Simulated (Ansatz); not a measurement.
# Which shape does a chain of Sb atoms take?

Several starts are relaxed for a free Sb wire one or two atoms wide. Which ends lowest, and how do the shapes conduct?

Set-up. Ansatz 0.2.0, plane waves with PAW datasets at the program's default cutoffs, Fermi-Dirac smearing of 0.05 eV, chains in boxes 7.5 Å wide or more, moments seeded when the perfect chain is relaxed. PBE, no spin-orbit coupling; each start relaxes its atoms and period within its symmetry. Energies are at zero smearing, an atom, against the lowest. Moments are absolute ones, the integral of |ρ↑ − ρ↓|.

The runs side by side:

| start | end shape | length an atom (Å) | shortest bond (Å) | moment an atom (μB) | energy (meV) | G (G₀) | gap (eV) |
| --- | --- | --- | --- | --- | --- | --- | --- |
| zigzag | zigzag | 1.99 | 2.75 | 0.00 | 0 | 1.00 | 0.00 |
| triangles | strip of triangles | 1.48 | 2.97 | 0.00 | 230 | 5.00 | 0.00 |
| dimer | straight | 2.71 | 2.71 | 0.00 | 610 | 3.00 | 0.00 |
| linear | straight | 2.74 | 2.74 | 0.00 | 618 | 3.00 | 0.00 |

**Reading.** The lowest energy comes from the zigzag start, which ends as a zigzag, 618 meV an atom under the linear chain with one atom a cell. The next lies 230 meV higher (triangles start). The conductance runs from 1.00 G₀ (zigzag start) to 5.00 G₀ (triangles start). Starts not in the table: antiparallel.

Caveats: G is the ballistic value of the perfect, endless wire, half a G₀ a channel and spin, broadened at 300 K; a real contact scatters. Only planar forms with one or two atoms a cell were tried, each within the symmetry of its start; alternating bonds in a zigzag, helices and thicker wires were not. Meshes were fixed at the starting length, so energies are good to 15 or 20 meV and lengths to a few per cent; moments are the relaxation's, and the run that gives G can hold a somewhat different one. A wire pulled between tips is under tension, which favours longer forms than the free minimum. Spin-orbit coupling matters for this element. Series of this kind are told only where this holds: four starts or more, in boxes that share their narrower side and keep the chain far from its images. 25 of 55 did.
